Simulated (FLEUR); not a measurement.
# Magnetic state of Fe3Ge from several starts, part 2 of 3

Does Fe3Ge prefer parallel or opposed moments?

FLEUR MaX-R8.1; PBEsol; all-electron FLAPW, Dirac cores, scalar-relativistic bands.

So far, largest spin moment in the muffin-tin sphere (μB): step 2 (start 1: ferro +++) 2.25.

### 3. Order 2, typed as antiferro q=(0,1/2,1/2) +-+-+-

An opposed order shows whether neighbours prefer unlike signs.

This order needs a doubled cell of 8 atoms. The mesh is halved along the doubled vector, so that both cells sample the same points. The k list default-1 (kpts.xml, not shown) is a Γ-centred 8×4×8 mesh.

inp.xml

```
<?xml version="1.0" encoding="UTF-8" standalone="no"?>
<fleurInput fleurInputVersion="0.39">
   <comment>
      Fe3Ge
   </comment>
   <calculationSetup>
      <cutoffs Kmax="3.6" Gmax="10.8" GmaxXC="10.8" numbands="0"/>
      <scfLoop itmax="90" minDistance="0.00002" maxIterBroyd="15" imix="Anderson" alpha="0.05" precondParam="0.0" spinf="2.0" sdNocoIR="T"/>
      <coreElectrons ctail="T" frcor="F" kcrel="0" coretail_lmax="0"/>
      <xcFunctional name="PBEs" relativisticCorrections="F"/>
      <magnetism jspins="2"/>
      <soc l_soc="F" theta="0.0" phi="0.0" spav="F"/>
      <expertModes spex="0" secvar="F"/>
      <geometryOptimization l_f="F" forcealpha="1.0" forcemix="BFGS" epsdisp="0.00001" epsforce="0.00001"/>
      <ldaU l_linMix="F" mixParam="0.05" spinf="1.0"/>
   </calculationSetup>
   <cell>
      <bzIntegration valenceElectrons="124.0" mode="hist" fermiSmearingEnergy="0.00183747">
         <kPointListSelection listName="default-1"/>
         <xi:include xmlns:xi="http://www.w3.org/2001/XInclude" href="kpts.xml"> </xi:include>
      </bzIntegration>
      <xi:include xmlns:xi="http://www.w3.org/2001/XInclude" href="sym.xml"> </xi:include>
      <bulkLattice scale="1.0">
         <bravaisMatrix>
            <row-1>    6.9173434617558840     0.0000000000000000     0.0000000000000000</row-1>
            <row-2>    0.0000000000000000    13.8346869235117680     0.0000000000000000</row-2>
            <row-3>    0.0000000000000000     6.9173434617558840     6.9173434617558840</row-3>
         </bravaisMatrix>
      </bulkLattice>
   </cell>
   <atomSpecies>
      <species name="Iron (Fe) 2.800" element="Fe" atomicNumber="26">
         <mtSphere radius="2.38" gridPoints="787" logIncrement="0.016"/>
         <atomicCutoffs lmax="8" lnonsphr="6"/>
         <electronConfig flipSpins="F">
            <coreConfig>(1s1/2) (2s1/2) (2p1/2) (2p3/2)</coreConfig>
            <valenceConfig>(3s1/2) (3p1/2) (3p3/2) (4s1/2) (3d3/2) (3d5/2)</valenceConfig>
            <stateOccupation state="(3d3/2)" spinUp="1.4" spinDown="1.0"/>
            <stateOccupation state="(3d5/2)" spinUp="3.0" spinDown="0.6"/>
         </electronConfig>
         <energyParameters s="4" p="4" d="3" f="4"/>
         <lo type="SCLO" l="0" n="3" eDeriv="0"/>
         <lo type="SCLO" l="1" n="3" eDeriv="0"/>
      </species>
      <species name="Iron (Fe) -2.800" element="Fe" atomicNumber="26">
         <mtSphere radius="2.38" gridPoints="787" logIncrement="0.016"/>
         <atomicCutoffs lmax="8" lnonsphr="6"/>
         <electronConfig flipSpins="F">
            <coreConfig>(1s1/2) (2s1/2) (2p1/2) (2p3/2)</coreConfig>
            <valenceConfig>(3s1/2) (3p1/2) (3p3/2) (4s1/2) (3d3/2) (3d5/2)</valenceConfig>
            <stateOccupation state="(3d3/2)" spinUp="1.0" spinDown="1.4"/>
            <stateOccupation state="(3d5/2)" spinUp="0.6" spinDown="3.0"/>
         </electronConfig>
         <energyParameters s="4" p="4" d="3" f="4"/>
         <lo type="SCLO" l="0" n="3" eDeriv="0"/>
         <lo type="SCLO" l="1" n="3" eDeriv="0"/>
      </species>
      <species name="Germanium (Ge)" element="Ge" atomicNumber="32">
         <mtSphere radius="2.38" gridPoints="787" logIncrement="0.016"/>
         <atomicCutoffs lmax="8" lnonsphr="6"/>
         <electronConfig flipSpins="F">
            <coreConfig>(1s1/2) (2s1/2) (2p1/2) (2p3/2) (3s1/2) (3p1/2) (3p3/2)</coreConfig>
            <valenceConfig>(4s1/2) (3d3/2) (3d5/2) (4p1/2) (4p3/2)</valenceConfig>
            <stateOccupation state="(4p1/2)" spinUp="0.333333" spinDown="0.333333"/>
            <stateOccupation state="(4p3/2)" spinUp="0.666667" spinDown="0.666667"/>
         </electronConfig>
         <energyParameters s="4" p="4" d="3" f="4"/>
      </species>
   </atomSpecies>
   <atomGroups>
      <atomGroup species="Iron (Fe) 2.800">
         <relPos label="                   1">.0000000000 .0000000000 1.000/2.000</relPos>
         <force calculate="T" relaxXYZ="TTT"/>
      </atomGroup>
      <atomGroup species="Iron (Fe) -2.800">
         <relPos label="                   2">.0000000000 1.000/2.000 1.000/2.000</relPos>
         <force calculate="T" relaxXYZ="TTT"/>
      </atomGroup>
      <atomGroup species="Iron (Fe) 2.800">
         <relPos label="                   3">1.000/2.000 1.000/4.000 .0000000000</relPos>
         <force calculate="T" relaxXYZ="TTT"/>
      </atomGroup>
      <atomGroup species="Iron (Fe) -2.800">
         <relPos label="                   4">1.000/2.000 -1.000/4.000 .0000000000</relPos>
         <force calculate="T" relaxXYZ="TTT"/>
      </atomGroup>
      <atomGroup species="Iron (Fe) 2.800">
         <relPos label="                   5">1.000/2.000 -1.000/4.000 1.000/2.000</relPos>
         <force calculate="T" relaxXYZ="TTT"/>
      </atomGroup>
      <atomGroup species="Iron (Fe) -2.800">
         <relPos label="                   6">1.000/2.000 1.000/4.000 1.000/2.000</relPos>
         <force calculate="T" relaxXYZ="TTT"/>
      </atomGroup>
      <atomGroup species="Germanium (Ge)">
         <relPos label="                   7">.0000000000 .0000000000 .0000000000</relPos>
         <force calculate="T" relaxXYZ="TTT"/>
      </atomGroup>
      <atomGroup species="Germanium (Ge)">
         <relPos label="                   8">.0000000000 1.000/2.000 .0000000000</relPos>
         <force calculate="T" relaxXYZ="TTT"/>
      </atomGroup>
   </atomGroups>
   <output dos="F" band="F" slice="F">
      <bandDOS minEnergy="-.5*Htr" maxEnergy="0.5*Htr" sigma="0.015" storeEVData="T"/>
      <plotting iplot="0" polar="F">
         <plot TwoD="T" vec1="  1.0  0.0  0.0" vec2="  0.0  1.0  0.0" vec3="  0.0  0.0  1.0" zero="  0.0  0.0  0.0" file="plot"/>
      </plotting>
      <moessbauerParams electricFieldGradient="F" isomerShift="F" coreHyperfine="F" valenceHyperfine="F"/>
   </output>
</fleurInput>
```

crystal.txt

```
Fe3Ge
&input film=F cartesian=F /
3.66050052000  0.00000000000  0.00000000000
0.00000000000  7.32100104000  0.00000000000
0.00000000000  3.66050052000  3.66050052000
1.8897261246
1.0 1.0 1.0

8
26 0.00000000000  0.00000000000  0.50000000000 : 2.800
26 0.00000000000  0.50000000000  0.50000000000 : -2.800
26 0.50000000000  0.25000000000  0.00000000000 : 2.800
26 0.50000000000  0.75000000000  0.00000000000 : -2.800
26 0.50000000000  0.75000000000  0.50000000000 : 2.800
26 0.50000000000  0.25000000000  0.50000000000 : -2.800
32 0.00000000000  0.00000000000  0.00000000000
32 0.00000000000  0.50000000000  0.00000000000

&kpt div1=8 div2=4 div3=8 gamma=T /
```

Command:

```bash
$ OMP_NUM_THREADS=1 inpgen -f crystal.txt > inpgen.log  # inp.xml is then edited as shown
$ OMP_NUM_THREADS=1 mpirun -n 4 fleur_MPI > fleur.log
```

The program printed:

```text
[banner, memory and clock lines left out]
Welcome to FLEUR        (www.flapw.de)
      MaX-Release 8.1          (www.max-centre.eu)

 ========== k-point set info ==========
 Selected k-point list: default-1
 k-point list type: mesh
 0 x 0 x 0
 Number of k points: 92

 ------------Calculation Setup---------------------------
 Number of PE/node        :            4
 Number of OMP-threads    :            1
 k-points in parallel     :            4
 pe's per k-point         :            1
 No of k-point loops      :           23
 Eigenvalue solver        :       lapack
 Number of basis functions:          592
 Approximate size of matrices (H+S) per k-point:         0.010 GB
 Iteration:     1   Distance:      12.90766172 me/bohr^3
 Iteration:     2   Distance:      12.34029432 me/bohr^3
 Iteration:     3   Distance:       8.67275052 me/bohr^3
 Iteration:     4   Distance:       6.01255964 me/bohr^3
 Iteration:     5   Distance:       3.25458588 me/bohr^3
 Iteration:     6   Distance:       2.39535721 me/bohr^3
 Iteration:     7   Distance:       1.58986428 me/bohr^3
 Iteration:     8   Distance:       1.32879749 me/bohr^3
 Iteration:     9   Distance:       1.23463636 me/bohr^3
 Iteration:    10   Distance:       0.69934595 me/bohr^3
[... 20 iterations left out ...]
 Iteration:    31   Distance:       0.00049521 me/bohr^3
 Iteration:    32   Distance:       0.00040082 me/bohr^3
 Iteration:    33   Distance:       0.00033237 me/bohr^3
 Iteration:    34   Distance:       0.00018950 me/bohr^3
 Iteration:    35   Distance:       0.00015529 me/bohr^3
 Iteration:    36   Distance:       0.00011309 me/bohr^3
 Iteration:    37   Distance:       0.00006669 me/bohr^3
 Iteration:    38   Distance:       0.00006088 me/bohr^3
 Iteration:    39   Distance:       0.00002964 me/bohr^3
 Iteration:    40   Distance:       0.00001924 me/bohr^3

 ********************************************************************
 Run finished successfully
 Stop message:
   all done
 ********************************************************************

--- out.xml (last complete iteration) ---
<iteration numberForCurrentRun="   40" overallNumber="   40">
         [... left out ...]
         <bandgap value="0.0000000039" units="eV"/>
         <sumValenceSingleParticleEnergies value="-86.8711566736" units="Htr"/>
         <FermiEnergy value="0.3715144974" units="Htr"/>
         <valenceDensity>
            <mtCharges spin="1">
               <mtCharge atomType="1" total="8.6523843" s="1.2128973" p="3.2279983" d="4.1928453" f="0.0149168"/>
               <mtCharge atomType="2" total="6.4829583" s="1.1933673" p="3.2185579" d="2.0522256" f="0.0150585"/>
               <mtCharge atomType="3" total="8.6100065" s="1.2067323" p="3.2284428" d="4.1560900" f="0.0150401"/>
               <mtCharge atomType="4" total="6.5302586" s="1.1949023" p="3.2174224" d="2.0993598" f="0.0147884"/>
               <mtCharge atomType="5" total="8.6100089" s="1.2067325" p="3.2284430" d="4.1560921" f="0.0150401"/>
               <mtCharge atomType="6" total="6.5302556" s="1.1949022" p="3.2174223" d="2.0993569" f="0.0147884"/>
               <mtCharge atomType="7" total="6.3306256" s="0.5700305" p="0.7133437" d="5.0238582" f="0.0183478"/>
               <mtCharge atomType="8" total="6.3343687" s="0.5716029" p="0.7166851" d="5.0229629" f="0.0180929"/>
            </mtCharges>
            <mtCharges spin="2">
               <mtCharge atomType="1" total="6.4829583" s="1.1933673" p="3.2185579" d="2.0522256" f="0.0150585"/>
               <mtCharge atomType="2" total="8.6523843" s="1.2128973" p="3.2279983" d="4.1928453" f="0.0149168"/>
               <mtCharge atomType="3" total="6.5302585" s="1.1949023" p="3.2174224" d="2.0993598" f="0.0147884"/>
               <mtCharge atomType="4" total="8.6100065" s="1.2067323" p="3.2284428" d="4.1560900" f="0.0150401"/>
               <mtCharge atomType="5" total="6.5302556" s="1.1949022" p="3.2174223" d="2.0993569" f="0.0147884"/>
               <mtCharge atomType="6" total="8.6100089" s="1.2067325" p="3.2284430" d="4.1560921" f="0.0150401"/>
               <mtCharge atomType="7" total="6.3343687" s="0.5716029" p="0.7166851" d="5.0229629" f="0.0180929"/>
               <mtCharge atomType="8" total="6.3306256" s="0.5700305" p="0.7133437" d="5.0238582" f="0.0183478"/>
            </mtCharges>
            <spinDependentCharge spin="1" total="62.0000000" interstitial="3.9191335" mtSpheres="58.0808665"/>
            <spinDependentCharge spin="2" total="62.0000000" interstitial="3.9191335" mtSpheres="58.0808665"/>
            <totalCharge value="124.0000000000"/>
         </valenceDensity>
         [... left out ...]
         <magneticMomentsInMTSpheres units="muBohr">
            <globalMagMoment atomType="1" vec="0.00000   0.00000   2.16943"/>
            <localMagMoment atomType="1" vec="0.00000   0.00000   2.16943"/>
            <globalMagMoment atomType="2" vec="0.00000   0.00000  -2.16943"/>
            <localMagMoment atomType="2" vec="0.00000   0.00000  -2.16943"/>
            <globalMagMoment atomType="3" vec="0.00000   0.00000   2.07975"/>
            <localMagMoment atomType="3" vec="0.00000   0.00000   2.07975"/>
            <globalMagMoment atomType="4" vec="0.00000   0.00000  -2.07975"/>
            <localMagMoment atomType="4" vec="0.00000   0.00000  -2.07975"/>
            <globalMagMoment atomType="5" vec="0.00000   0.00000   2.07975"/>
            <localMagMoment atomType="5" vec="0.00000   0.00000   2.07975"/>
            <globalMagMoment atomType="6" vec="0.00000   0.00000  -2.07975"/>
            <localMagMoment atomType="6" vec="0.00000   0.00000  -2.07975"/>
            <globalMagMoment atomType="7" vec="0.00000   0.00000  -0.00374"/>
            <localMagMoment atomType="7" vec="0.00000   0.00000  -0.00374"/>
            <globalMagMoment atomType="8" vec="0.00000   0.00000   0.00374"/>
            <localMagMoment atomType="8" vec="0.00000   0.00000   0.00374"/>
         </magneticMomentsInMTSpheres>
         [... left out ...]
         <totalEnergy value="   -11824.9510783960" units="Htr">
            <sumOfEigenvalues value="    -6811.6242293619">
               <coreElectrons value="-6724.7530726883"/>
               <valenceElectrons value="-86.8711566736"/>
            </sumOfEigenvalues>
            <densityCoulombPotentialIntegral value="-18192.2092095817"/>
            <densityEffectivePotentialIntegral value="-18827.8003436519"/>
            <chargeDenXCDenIntegral value="-485.0424205661"/>
            <FockExchangeEnergyValence value="0.0000000000"/>
            <FockExchangeEnergyCore value="0.0000000000"/>
         [... left out ...]
            <tkbTimesEntropy value="0.0027468043"/>
            <freeEnergy value="-11824.9538252003"/>
            <extrapolationTo0K value="-11824.9524517981"/>
         </totalEnergy>
         <densityConvergence units="me/bohr^3">
            <chargeDensity spin="1" distance="0.0000108235"/>
            <chargeDensity spin="2" distance="0.0000108801"/>
            <overallChargeDensity distance="0.0000100381"/>
            <spinDensity distance="0.0000192428"/>
         </densityConvergence>
      </iteration>
```

Elapsed: 7.5 min, on 4 MPI ranks of AMD EPYC 9R14 (Zen 4), shared host; peak memory 0.86 GiB; 30 min of CPU time.

Spin moment in the muffin-tin sphere by atom:

```
atom  spin moment in the muffin-tin sphere (μB)
 Fe1                                       2.17
 Fe2                                      -2.17
 Fe3                                       2.08
 Fe4                                      -2.08
 Fe5                                       2.08
 Fe6                                      -2.08
 Ge7                                       0.00
 Ge8                                       0.00
```

Read from the output:

```yaml
free_energy: -321773.3859 eV
program_s_band_gap_on_this_mesh_in_a_metal_only_a_level_spacing: 3.90e-9 eV
magnetization: 0 μB
final_state: antiferromagnetic
```

It lies 138 meV a seeded atom over the first start, and its largest moment is 2.17 μB against 2.25 μB.

### 4. Start 3: antiferro q=(0,0,1/2) +-+--+

Another pattern of signs weighs the neighbour shells otherwise.

The cell is doubled to 8 atoms to hold this order. The mesh is halved along the doubled vector, so that both cells sample the same points. The k list default-1 (kpts.xml, not shown) is a Γ-centred 8×8×4 mesh.

inp.xml, as its differences from that of step 3:

```diff
@@ -25,4 +25,4 @@
             <row-1>    6.9173434617558840     0.0000000000000000     0.0000000000000000</row-1>
-            <row-2>    0.0000000000000000    13.8346869235117680     0.0000000000000000</row-2>
-            <row-3>    0.0000000000000000     6.9173434617558840     6.9173434617558840</row-3>
+            <row-2>    0.0000000000000000     6.9173434617558840     0.0000000000000000</row-2>
+            <row-3>    0.0000000000000000     0.0000000000000000    13.8346869235117680</row-3>
          </bravaisMatrix>
@@ -71,3 +71,4 @@
       <atomGroup species="Iron (Fe) 2.800">
-         <relPos label="                   1">.0000000000 .0000000000 1.000/2.000</relPos>
+         <relPos label="                   1">.0000000000 1.000/2.000 1.000/4.000</relPos>
+         <relPos label="                   6">1.000/2.000 .0000000000 -1.000/4.000</relPos>
          <force calculate="T" relaxXYZ="TTT"/>
@@ -75,3 +76,4 @@
       <atomGroup species="Iron (Fe) -2.800">
-         <relPos label="                   2">.0000000000 1.000/2.000 1.000/2.000</relPos>
+         <relPos label="                   2">.0000000000 1.000/2.000 -1.000/4.000</relPos>
+         <relPos label="                   5">1.000/2.000 .0000000000 1.000/4.000</relPos>
          <force calculate="T" relaxXYZ="TTT"/>
@@ -79,3 +81,3 @@
       <atomGroup species="Iron (Fe) 2.800">
-         <relPos label="                   3">1.000/2.000 1.000/4.000 .0000000000</relPos>
+         <relPos label="                   3">1.000/2.000 1.000/2.000 .0000000000</relPos>
          <force calculate="T" relaxXYZ="TTT"/>
@@ -83,11 +85,3 @@
       <atomGroup species="Iron (Fe) -2.800">
-         <relPos label="                   4">1.000/2.000 -1.000/4.000 .0000000000</relPos>
-         <force calculate="T" relaxXYZ="TTT"/>
-      </atomGroup>
-      <atomGroup species="Iron (Fe) 2.800">
-         <relPos label="                   5">1.000/2.000 -1.000/4.000 1.000/2.000</relPos>
-         <force calculate="T" relaxXYZ="TTT"/>
-      </atomGroup>
-      <atomGroup species="Iron (Fe) -2.800">
-         <relPos label="                   6">1.000/2.000 1.000/4.000 1.000/2.000</relPos>
+         <relPos label="                   4">1.000/2.000 1.000/2.000 1.000/2.000</relPos>
          <force calculate="T" relaxXYZ="TTT"/>
@@ -99,3 +93,3 @@
       <atomGroup species="Germanium (Ge)">
-         <relPos label="                   8">.0000000000 1.000/2.000 .0000000000</relPos>
+         <relPos label="                   8">.0000000000 .0000000000 1.000/2.000</relPos>
          <force calculate="T" relaxXYZ="TTT"/>
```

crystal.txt

```
Fe3Ge
&input film=F cartesian=F /
3.66050052000  0.00000000000  0.00000000000
0.00000000000  3.66050052000  0.00000000000
0.00000000000  0.00000000000  7.32100104000
1.8897261246
1.0 1.0 1.0

8
26 0.00000000000  0.50000000000  0.25000000000 : 2.800
26 0.00000000000  0.50000000000  0.75000000000 : -2.800
26 0.50000000000  0.50000000000  0.00000000000 : 2.800
26 0.50000000000  0.50000000000  0.50000000000 : -2.800
26 0.50000000000  0.00000000000  0.25000000000 : -2.800
26 0.50000000000  0.00000000000  0.75000000000 : 2.800
32 0.00000000000  0.00000000000  0.00000000000
32 0.00000000000  0.00000000000  0.50000000000

&kpt div1=8 div2=8 div3=4 gamma=T /
```

The program printed:

```text
[banner, memory and clock lines left out]
Welcome to FLEUR        (www.flapw.de)
      MaX-Release 8.1          (www.max-centre.eu)

 ========== k-point set info ==========
 Selected k-point list: default-1
 k-point list type: mesh
 0 x 0 x 0
 Number of k points: 48

 [... set-up left out ...]
 Iteration:     1   Distance:      14.12358515 me/bohr^3
 Iteration:     2   Distance:      13.48859589 me/bohr^3
 Iteration:     3   Distance:      10.32888315 me/bohr^3
 Iteration:     4   Distance:       6.55206571 me/bohr^3
 Iteration:     5   Distance:       3.59798060 me/bohr^3
[...]
<sumOfEigenvalues value="    -6811.6346913043">
               <coreElectrons value="-6724.7758743091"/>
               <valenceElectrons value="-86.8588169952"/>
            </sumOfEigenvalues>
         [... left out ...]
            <freeEnergy value="-11824.9422661082"/>
            <extrapolationTo0K value="-11824.9406267563"/>
         </totalEnergy>
         <densityConvergence units="me/bohr^3">
            <chargeDensity spin="1" distance="0.0000103191"/>
            <chargeDensity spin="2" distance="0.0000090056"/>
            <overallChargeDensity distance="0.0000141322"/>
            <spinDensity distance="0.0000132458"/>
         </densityConvergence>
      </iteration>
```

Run time: 3 min. Hardware: 4 MPI ranks; peak memory 0.51 GiB; 12 min of CPU time.

Spin moment in the muffin-tin sphere by atom:

```
atom  spin moment in the muffin-tin sphere (μB)
 Fe1                                       2.00
 Fe2                                      -2.00
 Fe3                                       2.11
 Fe4                                      -2.11
 Fe5                                      -2.00
 Fe6                                       2.00
 Ge7                                      -0.02
 Ge8                                       0.02
```

This step gave:

```
free energy                                                       : -321773.0713 eV
program's band gap on this mesh (in a metal only a level spacing) : 2.24e-8 eV
magnetization                                                     : 0 μB
final state                                                       : antiferromagnetic
```

It lies 190 meV a seeded atom over the first start, and its largest moment is 2.11 μB against 2.25 μB.

[end of part 2 of 3]

[Logs and program files are shortened in this print: banners, set-up blocks, solver, clock and traceback lines can be left out without a mark of their own.]

[Logs are printed without paths, hosts, clocks, repeated set-up lines and the standing remarks that a program may print on its own settings, such as how far it seeks lower states.]

[Hosts, paths, dates, database ids (printed as entryN), source tags and the programs' standing remarks are cut or masked in the printed files.]

[Where a cell is said to come from a database of computed structures, the database is the Materials Project.]
